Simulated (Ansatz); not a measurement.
Records of electronic-structure calculations.

### A low-energy model for NaAuCl3 (cubic perovskite) (Pm-3m): bands, U and J

It takes space group Pm-3m (No. 221, cubic). The conventional cell has a = 4.944 Å, b = 4.944 Å, c = 4.944 Å, α = 90.00°, β = 90.00°, γ = 90.00°. Na has 12 Cl at 3.50 Å nearest. Nearest to Au lie 6 Cl at 2.47 Å. Cl has 2 Au at 2.47 Å and 4 Na at 3.50 Å nearest. Farther neighbours and most contacts between anions are not listed.

```yaml
method: DFT, LDA, plane waves, PAW (and 1 further level or step)
program: Ansatz 0.2.0
settings_of_one_run: cutoff 420 eV, 6×6×6 k-mesh, smearing width 0.08 eV, default PAW, coordination {"Au": "octahedral"}, magnetic state non-magnetic by constraint
cost: 2 runs, 6.6 min in all on 4 threads of Arm Neoverse V2, shared host (the runs of this entry)
notes: The structure was built from a prototype and need not be the compound’s stable phase. This run has no spin polarisation although its electron count is odd. The structure was relaxed with LDA. The structure type comes from a generator and need not be one that this composition takes. Limits: no spin-orbit coupling. The bands cross the Fermi level under this constraint, which need not be the crystal’s state: magnetic order, correlation or a lattice distortion may open a gap. Spin-orbit coupling, which is strong for atoms this heavy, is left out.
au_d_anion_p: U 5.40 eV, U′ 4.44 eV, J 0.48 eV, bare V 16.4 eV
method: constrained RPA on non-magnetic LDA, 4×4×4 mesh, static; search for lower states off
```

For Au d + anion p, screening cuts the on-site interaction from 16.38 eV to 5.40 eV (33 %), while J goes only from 0.65 eV to 0.48 eV: the monopole is screened far more than the multipoles. U − 2J differs from U′ by +0.01 eV, so the Kanamori relation holds well.

[Paths, hosts, dates, memory and timing lines, banners, echoed tables and standing remarks are left out of the program output.]

[Logs are printed without paths, hosts, clocks, repeated set-up lines and the standing remarks that a program may print on its own settings, such as how far it seeks lower states.]

[Runs of the session that timed out or met a known fault of the program may be left out.]

[Hosts, paths, dates, database ids (printed as entryN), source tags and the programs' standing remarks are cut or masked in the printed files.]
